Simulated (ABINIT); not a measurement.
# Excitons of BaTiO3 (P4mm): kernels and approximations

Wanted: excitons and ε₂ of BaTiO3 (P4mm), with cost.

Method: PBE and many-body steps on it, plane waves, in ABINIT 10.8.3.

### Step 1. The starting structure

It takes space group P4mm (No. 99, tetragonal). Conventional cell: a = 3.990 Å, b = 3.990 Å, c = 4.023 Å, α = 90.00°, β = 90.00°, γ = 90.00°. Nearest to Ba lie 12 O at 2.80 to 2.87 Å. Ti has 6 O at 1.84 to 2.18 Å nearest. Nearest to O lie 2 Ti at 1.84 to 2.18 Å and 4 Ba at 2.82 Å. Nearest to O lie 2 Ti at 2.00 Å and 4 Ba at 2.80 to 2.87 Å. Farther neighbours and most contacts between anions are not listed.

Structure file:

```cif
data_structure
_symmetry_space_group_name_H-M 'P4mm'
_symmetry_Int_Tables_number 99
_cell_length_a 3.9905
_cell_length_b 3.9905
_cell_length_c 4.0230
_cell_angle_alpha 90.000
_cell_angle_beta 90.000
_cell_angle_gamma 90.000
_cell_volume 64.06
loop_
_atom_site_label
_atom_site_type_symbol
_atom_site_symmetry_multiplicity
_atom_site_Wyckoff_symbol
_atom_site_fract_x
_atom_site_fract_y
_atom_site_fract_z
_atom_site_occupancy
Ba1 Ba 1 a 0.00000 0.00000 0.00000 1
Ti1 Ti 1 b 0.50000 0.50000 0.52200 1
O1 O 1 b 0.50000 0.50000 0.97900 1
O2 O 2 c 0.50000 0.00000 0.48800 1
```

The cell and positions come from the Crystallography Open Database and are kept as given unless a step says otherwise. Spin-orbit coupling is left out unless a step names it.

### Step 2. Empty states on the mesh, 4×4×4 mesh, 83 bands

This step: ABINIT 10.8.3; DFT, PBE, plane waves, norm-conserving pseudopotentials.

The sums over transitions need many empty states on a uniform mesh; this step solves for them.

File run.abi:

```
acell 3*1.0 Angstrom
rprim 
  3.990480000000 0.000000000000 0.000000000000
  0.000000000000 3.990480000000 0.000000000000
  0.000000000000 0.000000000000 4.023030000000
ntypat 3
znucl 56 22 8
natom 5
typat 1 2 3 3 3
xred 
  0.000000000000 0.000000000000 0.000000000000
  0.500000000000 0.500000000000 0.522000000000
  0.500000000000 0.500000000000 0.979000000000
  0.500000000000 0.000000000000 0.488000000000
  0.000000000000 0.500000000000 0.488000000000
pp_dirpath "pseudos"
pseudos "Ba.upf, Ti.upf, O.upf"
ecut 38
ngkpt 4 4 4
nshiftk 1
shiftk 0 0 0
kptopt 1
chksymbreak 0
iscf -2
irdden 1
istwfk *1
nband 83
nbdbuf 6
tolwfr 1e-09
nstep 60
prtvol 0
indata_prefix "in"
outdata_prefix "out"
tmpdata_prefix "tmp"
```

Launch:

```
OMP_NUM_THREADS=1 mpirun -n 4 abinit run.abi > log
```

Numbers of over 12 decimals in the logs are rounded to 6 here.

Output:

```text
.Version 10.8.3 of ABINIT. v10.8.2 released Aug 2026.

 Symmetries : space group P4 m m (# 99); Bravais tP (primitive tetrag.)
[... echo of the input left out ...]
== DATASET  1 ==================================================================
-   mpi_nproc: 4, omp_nthreads: 1 (-1 if OMP is not activated)

--- !DatasetInfo
iteration_state: {dtset: 1, }
dimensions: {natom: 5, nkpt: 18, mband: 83, nsppol: 1, nspinor: 1, nspden: 1, mpw: 4868, }
cutoff_energies: {ecut:  38.0, pawecutdg:  -1.0, }
[...]
1.59815    1.62078    1.64048    1.64124    1.64124    1.76859    1.81731    1.82792
   1.83685    1.83685    1.85902    1.85902    1.88221    1.88323    1.89032    1.89032
   1.91821    1.92263    1.94268
 prteigrs : prtvol=0 or 1, do not print more k-points.

== END DATASET(S) ==============================================================
================================================================================

 -outvars: echo values of variables after computation  --------
            nband          83
             nkpt          18
          spgroup          99
 [... the other variables as echoed above ...]

 Calculation completed.
```

The job ended after 62 s (4 MPI ranks of Arm Neoverse V1, shared host; peak memory 0.39 GiB; 4.1 min of CPU time).

Numbers from this step:

```yaml
gap: 1.851 eV
k_of_the_valence_top: 0.5, 0.5, 0.5
k_of_the_conduction_bottom: 0, 0, 0
least_direct_gap: 2.222 eV
k_points_computed: 18
lowest_point_of_the_top_converged_band_above_the_valence_top: 43.55 eV
```

On this mesh the gap is 1.851 eV.

The density comes from a self-consistent run that is not shown.

### Step 3. Screening, 4×4×4 mesh, 77 bands, screening to 119.7 eV

The RPA dielectric matrix is built and inverted for each q.

This step: RPA screening on PBE, plane waves, norm-conserving pseudopotentials.

Edit run.abi of step 2 so:

```diff
@@ -23,10 +23,11 @@
 chksymbreak 0
-iscf -2
-irdden 1
 istwfk *1
-nband 83
-nbdbuf 6
-tolwfr 1e-09
-nstep 60
-prtvol 0
+occopt 1
+irdwfk 1
+optdriver 3
+nband 77
+ecuteps 4.4
+inclvkb 2
+awtr 1
+symchi 1
 indata_prefix "in"
```

Output:

```text
.Version 10.8.3 of ABINIT. v10.8.2 released Aug 2026.

 Symmetries : space group P4 m m (# 99); Bravais tP (primitive tetrag.)
[... echo of the input left out ...]
== DATASET  1 ==================================================================
-   mpi_nproc: 4, omp_nthreads: 1 (-1 if OMP is not activated)

--- !DatasetInfo
iteration_state: {dtset: 1, }
dimensions: {natom: 5, nkpt: 18, mband: 77, nsppol: 1, nspinor: 1, nspden: 1, mpw: 4868, }
cutoff_energies: {ecut:  38.0, pawecutdg:  -1.0, }
[...]
--------------------------------------------------------------------------------
[... chi0 elements left out ...]
 For q-point:  0.000010 0.000020 0.000030
  dielectric constant =   5.7978
  dielectric constant without local fields =   6.4121

  Average fulfillment of the sum rule on Im[epsilon] for q-point    1 :     50.63  [%]
[... wings left out ...]
  q-point number  2        q = ( 0.250000, 0.000000, 0.000000) [r.l.u.]
--------------------------------------------------------------------------------
[... chi0 elements left out ...]
  Average fulfillment of the sum rule on Im[epsilon] for q-point    2 :     67.10  [%]

 [... 16 further q-points ...]
```

Wall time 97 s (4 MPI ranks); peak memory 1.4 GiB.

Numbers from this step:

```
ε∞ with local fields, on this mesh, along the program's q direction : 5.798
the same without local fields                                       : 6.412
plasma frequency                                                    : 29.34 eV
plane waves in the screening matrix                                 : 179
```

Local fields lower ε∞ by 10 %. On a Γ-centred mesh this coarse the value itself is usually too large, while a short band sum pulls it down.

### Step 4. Self-energy, 4×4×4 mesh, 77 bands, screening to 119.7 eV

The self-energy is evaluated for the states that the input lists, and the levels follow from it, in one-shot runs by the linearised quasiparticle equation.

This step: G0W0 on PBE, plane waves, norm-conserving pseudopotentials.

Edit run.abi of step 3 so:

```diff
@@ -26,8 +26,17 @@
 irdwfk 1
-optdriver 3
+optdriver 4
 nband 77
+gwcalctyp 0
+ecutsigx 38
+symsigma 1
+nkptgw 2
+kptgw 
+  0.5000000000 0.5000000000 0.5000000000
+  0.0000000000 0.0000000000 0.0000000000
+bdgw 
+  18 23
+  19 23
 ecuteps 4.4
-inclvkb 2
-awtr 1
-symchi 1
+irdscr 1
+ppmodel 1
 indata_prefix "in"
```

Output:

```text
.Version 10.8.3 of ABINIT. v10.8.2 released Aug 2026.

 Symmetries : space group P4 m m (# 99); Bravais tP (primitive tetrag.)
[... echo of the input left out ...]
== DATASET  1 ==================================================================
-   mpi_nproc: 4, omp_nthreads: 1 (-1 if OMP is not activated)

--- !DatasetInfo
iteration_state: {dtset: 1, }
dimensions: {natom: 5, nkpt: 18, mband: 77, nsppol: 1, nspinor: 1, nspden: 1, mpw: 4868, }
cutoff_energies: {ecut:  38.0, pawecutdg:  -1.0, }
[...]
Band     E0 <VxcDFT>   SigX SigC(E0)      Z dSigC/dE  Sig(E)    E-E0       E
[...]
22   8.936 -19.060 -12.059  -4.707   0.780  -0.281 -17.269   1.791  10.727
       23   8.936 -19.060 -12.059  -4.707   0.780  -0.281 -17.269   1.791  10.727

== END DATASET(S) ==============================================================
================================================================================

 -outvars: echo values of variables after computation  --------
           etotal      0.0000000000E+00
            nband          77
             nkpt          18
          spgroup          99
 [... the other variables as echoed above ...]

 Calculation completed.
```

The job ended after 12 s (4 MPI ranks; peak memory 1 GiB; 47 s of CPU time).

This step gave:

```yaml
g0w0_gap_on_the_points_computed: 3.435 eV
starting_gap_on_the_mesh: 1.851 eV
k_of_the_valence_top: 0.5, 0.5, 0.5
k_of_the_conduction_bottom: 0, 0, 0
least_direct_g0w0_gap_on_the_computed_points: 3.811 eV
```

The gap on the mesh goes from 1.85 eV to 3.43 eV, a correction of +1.58 eV.

The gap opens by 1.584 eV; the next steps shift the empty bands rigidly by 1.584 eV.

### Step 5. Excitons

Optical absorption needs the electron-hole interaction, solved here in a basis of vertical transitions on the mesh.

This step: Bethe-Salpeter equation on PBE with a scissors shift, plane waves, norm-conserving pseudopotentials.

Edit run.abi of step 4 so:

```diff
@@ -26,17 +26,17 @@
 irdwfk 1
-optdriver 4
-nband 77
-gwcalctyp 0
-ecutsigx 38
-symsigma 1
-nkptgw 2
-kptgw 
-  0.5000000000 0.5000000000 0.5000000000
-  0.0000000000 0.0000000000 0.0000000000
-bdgw 
-  18 23
-  19 23
-ecuteps 4.4
+optdriver 99
+bs_calctype 1
+mbpt_sciss 1.584 eV
+bs_loband 15
+nband 26
+bs_exchange_term 1
+bs_coulomb_term 11
+bs_coupling 0
+bs_algorithm 1
+bs_freq_mesh 0 10 0.1 eV
+zcut 0.15 eV
+ecuteps 4
+ecutwfn 19
+inclvkb 2
 irdscr 1
-ppmodel 1
 indata_prefix "in"
```

Output:

```text
.Version 10.8.3 of ABINIT. v10.8.2 released Aug 2026.

 Symmetries : space group P4 m m (# 99); Bravais tP (primitive tetrag.)
[... echo of the input left out ...]
== DATASET  1 ==================================================================
-   mpi_nproc: 4, omp_nthreads: 1 (-1 if OMP is not activated)

--- !DatasetInfo
iteration_state: {dtset: 1, }
dimensions: {natom: 5, nkpt: 18, mband: 26, nsppol: 1, nspinor: 1, nspden: 1, mpw: 1743, }
cutoff_energies: {ecut:  19.0, pawecutdg:  -1.0, }
electrons: {nelect:   4.00000000E+01, charge:   0.00000000E+00, occopt:   1.00000000E+00, tsmear:   1.00000000E-02, }

 Exciton: Calculation of dielectric properties by solving the Bethe-Salpeter equation
 in frequency domain and reciprocal space on a transitions basis set.
 Based on a program developed by L. Reining, V. Olevano, F. Sottile,
 S. Albrecht, and G. Onida. Incorporated in ABINIT by M. Giantomassi.

.Using double precision arithmetic ; gwpc =  8

[... cell and pseudopotentials left out ...]
--------------------------------------------------------------------------------

 ==== K-mesh for the wavefunctions ====
 Number of points in the irreducible wedge :    18
[... list of points left out ...]
 Together with  8 symmetry operations and time-reversal symmetry
 yields    64 points in the full Brillouin Zone.

 ==== Q-mesh for the screening function ====
 Number of points in the irreducible wedge :    18
[... list of points left out ...]
 Together with  8 symmetry operations and time-reversal symmetry
 yields    64 points in the full Brillouin Zone.

 vcoul_init : cutoff-mode = AUXILIARY_FUNCTION
 q-points for optical limit:   1
     1)      0.000010    0.000020    0.000030
 setmesh: FFT mesh size selected  =    24x   24x   24
          total number of points  =        13824

 ==== Fundamental parameters for the solution of the Bethe-Salpeter equation: ====
 Algorithm: Direct diagonalization.
 Dimension of the v, W matrices,  npweps  = 171
 Cutoff for the wavefunctions,    npwwfn  = 1743
 Number of k-points in the IBZ,   nkibz   = 18
 Highest empty band included,     nband   = 26
 === Spin UP ===
 Number of resonant transitions          2304
 Lowest occupied state                   15
 Highest occupied state                  20
 Lowest unoccupied state                 21
 Highest unoccupied state                26
 Minimum frequency [eV]           Emin    =   0.00
 Maximum frequency [eV]           Emax    =  10.00
 Frequency step [eV]              dE      =   0.10
 Lorentzian broadening [eV]       eta     =   0.15
 RPA L0 with KS energies and KS wavefunctions
 Scissors operator energy [eV] =          1.58
 Local fields effects (v term) included
 Excitonic effects (W term) included
 Full W_GG' included
 W is read from an external SCR file
 Resonant-only calculation (Hermitian case)

 Calculating epsilon_Macro(q-->0,w), along the following directions:
 q = (  1.200174  0.000000  0.000000) [r.l.u.]
 q = (  0.000000  1.200174  0.000000) [r.l.u.]
 q = (  0.000000  0.000000  1.209964) [r.l.u.]
 q = (  1.200174  0.000000  0.000000) [r.l.u.]
 q = (  0.000000  1.200174  0.000000) [r.l.u.]
 q = (  0.000000  0.000000  1.209964) [r.l.u.]
 Number of electrons calculated from density =   39.9726; Expected =   40.0000
 average of density, n =  0.092462
 r_s =    1.3719
 omega_plasma =   29.3317 [eV]

. Writing resonant excitonic Hamiltonian on file out_BSR; file size=   0.04 [Gb].
 Direct diagonalization of the resonant excitonic Hamiltonian, Matrix size= 2304
. Using LAPACK sequential version.
 Excitonic eigenvalues in eV up to n=   32
   3.30672   3.30673   3.42193   3.58351   3.58352   3.64379   3.64379   3.70135
   3.70155   3.70829   3.72448   3.75726   3.75727   3.87778   3.87778   4.05018
   4.05020   4.09386   4.09444   4.12658   4.14789   4.20758   4.22698   4.22716
   4.24253   4.30020   4.32761   4.32808   4.34345   4.34407   4.38836   4.40525

 First excitonic eigenvalue=    3.31 [eV]
 Last  excitonic eigenvalue=   13.14 [eV]

 GW  direct gap       3.81  0.00 [eV]
 EXC direct gap       3.31  0.00 [eV]
 EXC binding energy   0.50  0.00 [eV]

 Excitonic eigenvalues up to the GW energy gap [eV]
  1 (  3.31  0.00)
  2 (  3.31  0.00)
  3 (  3.42  0.00)
  4 (  3.58  0.00)
  5 (  3.58  0.00)
  6 (  3.64  0.00)
[...]
11 (  3.72  0.00)
 12 (  3.76  0.00)
 13 (  3.76  0.00)

 Macroscopic dielectric function:
 omega [eV] <KS_RPA_nlf>  <GW_RPA_nlf>  <BSE>
   0.0000   4.4664   0.0000   3.5616   0.0000   3.9582   0.0000
   0.1000   4.4685   0.0062   3.5623   0.0021   3.9594   0.0035
   0.2000   4.4746   0.0124   3.5645   0.0043   3.9629   0.0071
   0.3000   4.4849   0.0188   3.5680   0.0064   3.9688   0.0107
   0.4000   4.4996   0.0254   3.5730   0.0086   3.9772   0.0144
   0.5000   4.5186   0.0323   3.5795   0.0108   3.9880   0.0182
   0.6000   4.5424   0.0396   3.5874   0.0131   4.0013   0.0221
   0.7000   4.5711   0.0474   3.5969   0.0154   4.0173   0.0261
   0.8000   4.6051   0.0559   3.6079   0.0178   4.0360   0.0303
   0.9000   4.6449   0.0651   3.6205   0.0203   4.0575   0.0348

 Writing KS-RPA macroscopic dielectric function without local fields to file: out_RPA_NLF_MDF
 Writing GW-RPA macroscopic dielectric function without local fields to file: out_GW_NLF_MDF
 Writing EXC Macroscopic dielectric function to file: out_EXC_MDF

== END DATASET(S) ==============================================================
================================================================================

 -outvars: echo values of variables after computation  --------
           etotal      0.0000000000E+00
            nband          26
             nkpt          18
          spgroup          99
 [... the other variables as echoed above ...]

 Calculation completed.
```

Wall time 3.2 min (4 MPI ranks); peak memory 0.59 GiB; 13 min of CPU time.

This step gave:

```yaml
direct_gap_of_the_transition_levels: 3.806 eV
transitions_in_the_window: 2304
first_strong_exciton_over_a_fiftieth_of_the_strongest_listed: 3.307 eV
lowest_state: 3.307 eV
binding_of_the_lowest_state_below_the_direct_gap: 0.4989 eV
coulomb_term_of_one_mesh_cell: 0.4407 eV
```

The binding is 1.1 times the screened Coulomb term of one mesh cell (0.44 eV), so it is not shown settled.

The lowest state lies at 3.307 eV, 0.499 eV under the direct gap.

Lines within 3 meV are set at the lowest of them, and the highest group, which the list may cut short, is left out. Lines of the exciton spectrum (strongest = 100):

```tsv
position (eV)	lines merged	oscillator strength, relative
3.307	2	100
3.422	1	0.0
3.583	2	51
3.644	2	0.1
3.701	2	0.0
3.708	1	0.0
3.724	1	5.4
3.757	2	37
3.878	2	13
```

The ε₂ has structure finer than the step of the table below, so its rows give means over 0.25 eV, whole bins alone (the curve runs from 0 to 10 eV). Peaks (eV: height): BSE 4.800: 8.69, 6.800: 5.39; no electron-hole interaction 5.900: 9.07, 7.400: 5.26; Kohn-Sham, no shift 4.300: 9.11, 5.800: 5.31.

Mean over the three Cartesian directions of q; broadening 0.15 eV; transition window only. Limits: finite bands, cutoff and mesh; no spin-orbit coupling; coarse k mesh; exciton not shown settled in the k mesh. The ε₂ by photon energy; means over each step:

```tsv
photon energy (eV)	BSE	no electron-hole interaction	Kohn-Sham, no shift
0.25	0.00893	0.00535	0.0157
0.50	0.0182	0.0108	0.0325
0.75	0.0283	0.0167	0.0519
1.00	0.0396	0.0229	0.0760
1.25	0.0529	0.0298	0.109
1.50	0.0692	0.0378	0.161
1.75	0.0902	0.0471	0.264
2.00	0.119	0.0584	0.591
2.25	0.162	0.0726	1.36
2.50	0.234	0.0915	1.97
2.75	0.385	0.118	1.75
3.00	0.875	0.160	1.75
3.25	2.40	0.236	2.47
3.50	2.68	0.446	3.76
3.75	2.65	1.10	5.65
4.00	2.69	1.86	7.49
4.25	4.00	1.88	8.82
4.50	6.40	1.68	7.48
4.75	8.15	2.15	5.36
5.00	7.44	3.28	4.09
5.25	5.51	4.97	3.16
5.50	5.16	6.93	3.08
5.75	4.46	8.56	4.82
6.00	3.63	8.20	4.40
6.25	3.00	6.01	3.64
6.50	2.94	4.44	3.22
6.75	4.54	3.48	3.18
7.00	3.45	2.86	2.30
7.25	2.64	4.32	2.18
7.50	2.70	4.72	2.46
7.75	2.51	3.86	2.64
8.00	2.22	3.32	2.48
8.25	1.76	3.24	1.77
8.50	2.14	2.64	1.62
8.75	2.30	2.07	1.86
9.00	2.30	2.39	1.52
9.25	2.00	2.62	1.14
9.50	1.51	2.58	0.655
9.75	1.54	2.03	0.744
```

### Step 6. Triplet (no exchange term)

Edit run.abi of step 5 so:

```diff
@@ -29,5 +29,5 @@
 mbpt_sciss 1.584 eV
-bs_loband 15
-nband 26
-bs_exchange_term 1
+bs_loband 14
+nband 25
+bs_exchange_term 0
 bs_coulomb_term 11
@@ -35,3 +35,3 @@
 bs_algorithm 1
-bs_freq_mesh 0 10 0.1 eV
+bs_freq_mesh 0 8 0.05 eV
 zcut 0.15 eV
```

Output:

```text
.Version 10.8.3 of ABINIT. v10.8.2 released Aug 2026.

 Symmetries : space group P4 m m (# 99); Bravais tP (primitive tetrag.)
[... echo of the input left out ...]
== DATASET  1 ==================================================================
-   mpi_nproc: 4, omp_nthreads: 1 (-1 if OMP is not activated)

--- !DatasetInfo
iteration_state: {dtset: 1, }
dimensions: {natom: 5, nkpt: 18, mband: 25, nsppol: 1, nspinor: 1, nspden: 1, mpw: 1743, }
cutoff_energies: {ecut:  19.0, pawecutdg:  -1.0, }
electrons: {nelect:   4.00000000E+01, charge:   0.00000000E+00, occopt:   1.00000000E+00, tsmear:   1.00000000E-02, }

 Exciton: Calculation of dielectric properties by solving the Bethe-Salpeter equation
 in frequency domain and reciprocal space on a transitions basis set.
 Based on a program developed by L. Reining, V. Olevano, F. Sottile,
 S. Albrecht, and G. Onida. Incorporated in ABINIT by M. Giantomassi.

.Using double precision arithmetic ; gwpc =  8

[... cell and pseudopotentials left out ...]
--------------------------------------------------------------------------------

 ==== K-mesh for the wavefunctions ====
 Number of points in the irreducible wedge :    18
[... list of points left out ...]
 Together with  8 symmetry operations and time-reversal symmetry
 yields    64 points in the full Brillouin Zone.

 ==== Q-mesh for the screening function ====
 Number of points in the irreducible wedge :    18
[... list of points left out ...]
 Together with  8 symmetry operations and time-reversal symmetry
 yields    64 points in the full Brillouin Zone.

 vcoul_init : cutoff-mode = AUXILIARY_FUNCTION
 q-points for optical limit:   1
     1)      0.000010    0.000020    0.000030
 setmesh: FFT mesh size selected  =    24x   24x   24
[...]
average of density, n =  0.092462
 r_s =    1.3719
 omega_plasma =   29.3317 [eV]

. Writing resonant excitonic Hamiltonian on file out_BSR; file size=   0.04 [Gb].
 Direct diagonalization of the resonant excitonic Hamiltonian, Matrix size= 2240
. Using LAPACK sequential version.
 Excitonic eigenvalues in eV up to n=   32
   3.29481   3.29489   3.41933   3.57759   3.57783   3.64281   3.64284   3.68692
   3.68725   3.69893   3.70132   3.74352   3.74353   3.87595   3.87604   4.04036
   4.04037   4.08998   4.09371   4.11118   4.12134   4.12194   4.22401   4.22420
   4.23307   4.29569   4.30916   4.31024   4.32568   4.32657   4.35868   4.38570

 First excitonic eigenvalue=    3.29 [eV]
 Last  excitonic eigenvalue=   12.68 [eV]

 GW  direct gap       3.81  0.00 [eV]
 EXC direct gap       3.29  0.00 [eV]
 EXC binding energy   0.51  0.00 [eV]

 Excitonic eigenvalues up to the GW energy gap [eV]
  1 (  3.29  0.00)
  2 (  3.29  0.00)
  3 (  3.42  0.00)
[...]
12 (  3.74  0.00)
 13 (  3.74  0.00)

 Macroscopic dielectric function:
 omega [eV] <KS_RPA_nlf>  <GW_RPA_nlf>  <BSE>
   0.0000   4.3644   0.0000   3.4723   0.0000   4.0692   0.0000
   0.0500   4.3649   0.0031   3.4725   0.0011   4.0695   0.0021
   0.1000   4.3665   0.0062   3.4730   0.0021   4.0706   0.0042
[...]
0.4000   4.3975   0.0254   3.4836   0.0085   4.0915   0.0170
   0.4500   4.4065   0.0288   3.4866   0.0096   4.0975   0.0192

 Writing KS-RPA macroscopic dielectric function without local fields to file: out_RPA_NLF_MDF
 Writing GW-RPA macroscopic dielectric function without local fields to file: out_GW_NLF_MDF
 Writing EXC Macroscopic dielectric function to file: out_EXC_MDF

== END DATASET(S) ==============================================================
================================================================================

 -outvars: echo values of variables after computation  --------
           etotal      0.0000000000E+00
            nband          25
             nkpt          18
          spgroup          99
 [... the other variables as echoed above ...]

 Calculation completed.
```

The job ended after 3 min (4 MPI ranks; peak memory 0.59 GiB; 12 min of CPU time).

The lowest triplet lies at 3.295 eV; without spin-orbit coupling triplets are dark, so no spectrum is read.

(Continued in part 2 of 3.)

[Paths, hosts, dates, memory and timing lines, banners, echoed tables and standing remarks are left out of the program output.]

[Logs are printed without paths, hosts, clocks, repeated set-up lines and the standing remarks that a program may print on its own settings, such as how far it seeks lower states.]

[Runs of the session that timed out or met a known fault of the program may be left out.]

[Hosts, paths, dates, database ids (printed as entryN), source tags and the programs' standing remarks are cut or masked in the printed files.]

[G0W0 gaps are taken among the corrected bands and points alone; a level outside them can change the order at an edge.]

[Where Ansatz stands beside ABINIT at settings called matched, ABINIT's density can come from a denser mesh and the files from another edition; pairs whose starting gaps differed by over 0.03 eV were left out, so agreement reads better than it is.]
